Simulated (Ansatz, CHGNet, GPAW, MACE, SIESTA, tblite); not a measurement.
# Running random start for liquid ZnBr2 at 780 K (102 atoms) with tblite

How near does tblite come to plane waves for random start for liquid ZnBr2 at 780 K (102 atoms)?

Method: the method is named at each step, in tblite 0.8.0.

**1. Set-up**

The cell holds 102 atoms: 34 Zn and 68 Br. Cell: a = 15.575 Å, b = 15.575 Å, c = 15.575 Å, α = 90.0°, β = 90.0°, γ = 90.0°. 102 atoms (34 Zn, 68 Br) packed at random in a cube at 3.37 g/cm³ and pushed apart as soft spheres, cations and anions kept from their own kind; a start for melting by ab initio MD, not an equilibrated structure. The density is the measured one of the melt at 780 K (3.365 g/cm³). Then every atom was moved at random, 0.02 Å r.m.s. a Cartesian component.

The yardstick, on the same geometry:

| Quantity | Value |
| --- | --- |
| method | Kohn-Sham DFT, PBE, PAW, plane waves (Ansatz 0.2.0); cutoff 420 eV, Γ point, fermi-dirac smearing of 0.05 eV; PAW set soft_2 |
| r.m.s. force component | 0.6361 eV/Å |
| longest force | 2.264 eV/Å |
| pressure | -2.684 GPa |
| SCF cycles | 19 |
| time | 100 s on 4 threads of Arm Neoverse V2, shared host |
| CPU time | 6.5 min |

**2. GFN1-xTB**

Method: GFN1-xTB tight binding, diagonalisation.

run.py

```python
import numpy as np
from ase.io import read
from tblite.ase import TBLite

atoms = read("structure.xyz")
atoms.calc = TBLite(method="GFN1-xTB", electronic_temperature=580, accuracy=1.0, max_iterations=250, mixer_damping=0.4, verbosity=1)
energy = atoms.get_potential_energy()
forces = atoms.get_forces()
print(f"energy {energy:.6f} eV")
print("forces (eV/A)")
for i, (a, f) in enumerate(zip(atoms, forces)):
    print(f"{i:4d} {a.symbol:2s} {f[0]:10.5f} {f[1]:10.5f} {f[2]:10.5f}")
stress = -atoms.get_stress(voigt=False) * 160.21766
print("stress (GPa, compression positive)")
for row in stress:
    print(" ".join(f"{x:10.4f}" for x in row))
print("charges (e)")
print(np.array2string(atoms.get_charges(), precision=4, suppress_small=True, max_line_width=110, threshold=100000))
```

structure.xyz

```xyz
102
Lattice="15.57500 0.00000 0.00000 0.00000 15.57500 0.00000 0.00000 0.00000 15.57500" Properties=species:S:1:pos:R:3 pbc="T T T"
Zn 13.69868 12.26874 3.57836
Zn 2.47066 2.02615 3.29380
Zn 5.14582 0.87672 11.25263
Zn 10.12048 14.58505 13.79789
Zn 15.53248 7.76663 3.22916
Zn 7.95104 0.21945 9.26043
Zn 8.23279 10.52730 12.28992
Zn 6.32205 2.91595 8.19603
Zn 12.88551 5.31185 13.67251
Zn 2.32161 7.70449 6.26333
Zn 3.59284 13.39014 8.43262
Zn 1.22326 14.36918 3.06267
Zn 9.32133 0.32863 2.45228
Zn 11.38782 6.59617 8.60301
Zn 2.98059 3.20082 10.15443
Zn 1.31780 4.98556 2.56458
Zn 4.94397 9.86116 11.75305
Zn 0.07601 10.62807 1.47698
Zn 6.72669 2.14888 0.01199
Zn 12.66933 0.95257 8.63353
Zn 8.11504 5.61712 6.21941
Zn 11.34904 11.32489 15.40835
Zn 1.19367 7.37897 12.68895
Zn 7.41619 9.54187 6.65348
Zn 12.69129 7.61150 0.65446
Zn 13.40322 4.06461 5.24052
Zn 6.27828 12.01705 14.86135
Zn 14.79625 4.00620 10.84036
Zn 8.26254 3.51154 12.29366
Zn 11.31835 2.23190 11.93512
Zn 0.45900 1.38711 14.43024
Zn 5.34300 6.96296 3.39644
Zn 8.14074 7.64888 10.44615
Zn 10.58446 9.47614 3.02965
Br 13.43764 5.84732 3.70031
Br 14.29692 14.48615 8.20849
Br 7.60340 14.81105 3.74610
Br 4.77234 10.17234 14.78488
Br 10.90188 3.19786 2.81471
Br 1.07732 2.54433 5.18585
Br 14.10815 6.64710 12.08433
Br 8.76296 10.38198 4.94132
Br 1.63537 11.76442 3.15207
Br 4.49837 1.08994 4.68667
Br 7.92191 6.03142 15.22721
Br 2.27068 14.82771 7.09395
Br 1.95295 11.11681 6.80612
Br 0.64465 13.33329 11.83264
Br 9.04425 11.92048 1.53149
Br 2.70896 0.95786 11.66583
Br 10.50658 7.35701 1.96806
Br 10.35192 8.96185 10.76731
Br 3.85185 5.13212 11.79526
Br 0.85320 2.64666 8.88647
Br 12.12872 13.98884 1.75312
Br 12.72836 2.29280 14.44939
[... 42 atom lines left out ...]
Br 1.03730 11.37333 15.00449
Br 10.58835 5.31403 11.64107
Br 7.89092 1.10380 11.80616
Br 6.45802 10.75485 9.79621
```

Command:

```
$ OMP_NUM_THREADS=1 python run.py > output.txt
```

Log:

```text
------------------------------------------------------------
  cycle        total energy    energy error   density error
------------------------------------------------------------
      1     -284.8726666389  -2.8455855E+02   6.1644091E-01
      2     -211.0712366704   7.3801430E+01   1.0650906E+00
      3     -82.73923780552   1.2833200E+02   1.2598891E+00
      4     -264.2906358440  -1.8155140E+02   6.3583537E-01
      5     -274.8124778952  -1.0521842E+01   5.4957814E-01
      6     -278.0946924920  -3.2822146E+00   5.0777836E-01
      7     -286.9127682219  -8.8180757E+00   3.6639000E-01
      8     -270.7313451138   1.6181423E+01   5.7871729E-01
      9     -285.7905913316  -1.5059246E+01   3.7179182E-01
     10     -289.3377907712  -3.5471994E+00   2.8713058E-01
     11     -290.0612490363  -7.2345827E-01   2.5051374E-01
     12     -284.8030282639   5.2582208E+00   3.6384461E-01
     13     -290.8224426203  -6.0194144E+00   2.0436803E-01
     14     -288.9955003447   1.8269423E+00   2.6917672E-01
     15     -286.7532249345   2.2422754E+00   3.4023308E-01
     16     -287.2548710665  -5.0164613E-01   3.1750450E-01
     17     -287.5819330712  -3.2706200E-01   3.0884457E-01
     18     -288.1663740387  -5.8444097E-01   2.9388649E-01
     19     -287.0274330315   1.1389410E+00   3.2874447E-01
     20     -288.0574081905  -1.0299752E+00   2.7783167E-01
     21     -288.4279901458  -3.7058196E-01   3.0351534E-01
     22     -289.8178775944  -1.3898874E+00   2.3724086E-01
     23     -291.2856398157  -1.4677622E+00   1.7367284E-01
     24     -290.3068966708   9.7874314E-01   2.1700907E-01
[...]
54     -293.3609674889  -3.9312554E-06   4.0143570E-04
     55     -293.3609681669  -6.7802137E-07   3.8087775E-04
     56     -293.3609739924  -5.8254507E-06   2.6808473E-04
     57     -293.3609745019  -5.0952394E-07   2.4434947E-04
     58     -293.3609771313  -2.6294124E-06   1.6064752E-04
     59     -293.3609783396  -1.2083070E-06   1.0140650E-04
     60     -293.3609790712  -7.3160226E-07   3.7147465E-05
     61     -293.3609791492  -7.7928121E-08   1.7975674E-05
------------------------------------------------------------
 total:                                  11.167 sec
energy -7982.758848 eV
forces (eV/A)
   0 Zn   -0.94720    0.84998    1.52218
   1 Zn    0.90525   -0.44545    0.84887
   2 Zn   -0.63222   -0.65027    1.02981
   3 Zn    0.42911   -0.70928   -0.52726
   4 Zn   -0.24112   -0.29618    0.63798
   5 Zn    0.48728   -0.69964   -0.61883
   6 Zn    0.71052    0.35544   -0.36209
   7 Zn   -0.22201    1.82860   -0.66179
   8 Zn   -0.62838   -0.76505   -0.65593
   9 Zn    0.07843    0.69900    1.03514
  10 Zn    0.17917   -0.24583   -1.74397
  11 Zn   -0.53171   -0.21703    0.25666
  12 Zn    0.34058    0.06075    0.97514
  13 Zn    0.35301    0.23072   -0.82834
  14 Zn   -0.22759    1.15775    0.12068
  15 Zn   -0.96763   -0.91052   -1.16363
  16 Zn   -0.87238   -0.26049   -0.51553
  17 Zn    1.28477    0.70610   -1.11832
  18 Zn   -1.17129    0.10210    1.16204
  19 Zn    1.10561   -1.54447    0.08226
  20 Zn    0.77027   -0.55054    0.29512
  21 Zn   -0.08632    0.50702   -0.18648
  22 Zn    0.73814    0.46220   -0.22412
  23 Zn   -0.53795    1.10630    0.01817
[...]
94 Br    0.23237    0.43374   -0.00922
  95 Br   -0.47683   -0.22277   -0.09003
  96 Br   -0.15458    0.13521   -0.07145
  97 Br    0.45252   -0.33085    0.30248
  98 Br   -0.61238   -0.25173    0.56042
  99 Br   -0.01676    0.05880    0.39461
 100 Br   -0.84395    0.23495    0.17279
 101 Br    0.00369    0.01211    0.78025
stress (GPa, compression positive)
   -2.4742     0.1381     0.1989
    0.1381    -2.3852     0.1297
    0.1989     0.1297    -2.2044
charges (e)
[ 0.2059  0.1905  0.31    0.1957  0.2574  0.1291  0.2517  0.2418  0.2828  0.1845  0.1967  0.3055  0.2055
  0.2037  0.2121  0.0502  0.2557  0.2519  0.2118  0.2498  0.2792  0.1661  0.1294  0.285   0.2935  0.2911
  0.2168  0.15    0.2367 -0.0977  0.1914  0.2362  0.2887  0.2523 -0.0921 -0.1156 -0.0631 -0.083  -0.1827
 -0.1195 -0.0546 -0.0597 -0.0987 -0.1456 -0.1854 -0.0963 -0.1501 -0.111  -0.1175 -0.0559 -0.0481 -0.1152
 -0.146  -0.0968 -0.1451 -0.1219 -0.1525 -0.1476 -0.0957 -0.0465 -0.0802 -0.0742 -0.1128 -0.1827 -0.1524
 -0.1074 -0.0918 -0.1453 -0.1499 -0.073  -0.1486 -0.0979 -0.0558 -0.0266 -0.0958 -0.1179 -0.107  -0.0767
 -0.1691 -0.0854 -0.042  -0.0855 -0.1559 -0.1015 -0.1343 -0.0548 -0.1321 -0.1579 -0.1107 -0.0565 -0.0953
 -0.1042 -0.092  -0.0703 -0.1673 -0.0592 -0.1924 -0.0631 -0.1403 -0.1363 -0.0505 -0.1122]
```

Elapsed: 12 s, on 1 thread of Arm Neoverse V2, shared host; peak memory 0.2 GiB.

Banners, paths, timers and routine set-up lines are dropped from the logs unmarked, and long logs keep their key lines alone; longer cuts are marked.

Numbers from this run, and their distance from the reference:

```yaml
r_m_s_force_component: 0.5546 eV/Å
r_m_s_difference_of_force_components: 245.5 meV/Å
longest_difference_of_force_vectors: 857.8 meV/Å
force_difference_over_r_m_s_force: 38.59 %
slope_of_forces_against_the_reference_s: 0.8056
correlation_of_force_components: 0.924
pressure: -2.355 GPa
pressure_difference: 0.3299 GPa
```

Length of the force difference by element (eV/Å):

| element | atoms | mean | most |
| --- | --- | --- | --- |
| Br | 68 | 0.36 | 0.80 |
| Zn | 34 | 0.42 | 0.86 |

The surroundings of Zn1, which bears the longest force, nearest first, numbered as they follow in the input and with coordinates relative to it.

| atom | x | y | z | distance (Å) | Mulliken charge (e) | Fx | Fy | Fz (eV/Å) |
| --- | --- | --- | --- | --- | --- | --- | --- | --- |
| Zn1 | 0.00 | 0.00 | 0.00 | 0.00 | 0.21 | -0.95 | 0.85 | 1.52 |
| Br78 | 0.92 | 2.35 | 0.89 | 2.68 | -0.08 | 0.90 | -0.26 | -0.55 |
| Br66 | -0.84 | -0.52 | 2.49 | 2.68 | -0.11 | 0.24 | -0.01 | -1.47 |
| Br96 | -0.31 | -2.54 | -1.48 | 2.96 | -0.06 | -0.48 | -0.22 | -0.09 |
| Br55 | -1.57 | 1.72 | -1.83 | 2.96 | -0.15 | 0.01 | -0.69 | -0.01 |
| Zn18 | 1.95 | -1.64 | -2.10 | 3.30 | 0.25 | 1.28 | 0.71 | -1.12 |
| Br43 | 3.51 | -0.50 | -0.43 | 3.57 | -0.10 | -0.34 | 0.40 | 0.15 |
| Zn12 | 3.10 | 2.10 | -0.52 | 3.78 | 0.31 | -0.53 | -0.22 | 0.26 |
| Br75 | 1.35 | -3.47 | 1.69 | 4.09 | -0.10 | 0.43 | -0.20 | -0.12 |

Atoms are counted from 1 here, from 0 in the log.

Forces lie 39 % from the reference's, at 0.030 times its CPU time (on 1 against 4 cores); the SCF took 61 steps, which the time reflects.

**3. Results**

| Quantity | Value |
| --- | --- |
| force difference from the reference | tblite GFN1-xTB, 39 % |
| its CPU time | 12 s |

What this shows: Tight binding differs by 39 % (tblite GFN1-xTB); it is another model, with fitted parameters of its own, and the xTB methods hold dispersion. One electronic-structure run takes under half the reference's CPU time: tblite GFN1-xTB, at 39 % in 12 s against 6.5 min. Periodic xTB results under one method name differ between programs and library versions. The reference's pressure of -2.7 GPa belongs to a cell and atoms that aren't relaxed at this level. The electronic-structure runs sample only Γ, in a cell whose shortest periodic width is 16 Å, which is coarse for a cell with partly filled levels.

[Also dropped from logs without a mark: logging warnings of Python, and SIESTA's first energy breakdown and zero terms.]

[Logs are printed without paths, hosts, clocks, repeated set-up lines and the standing remarks that a program may print on its own settings, such as how far it seeks lower states.]

[Hosts, paths, dates, database ids (printed as entryN), source tags and the programs' standing remarks are cut or masked in the printed files.]
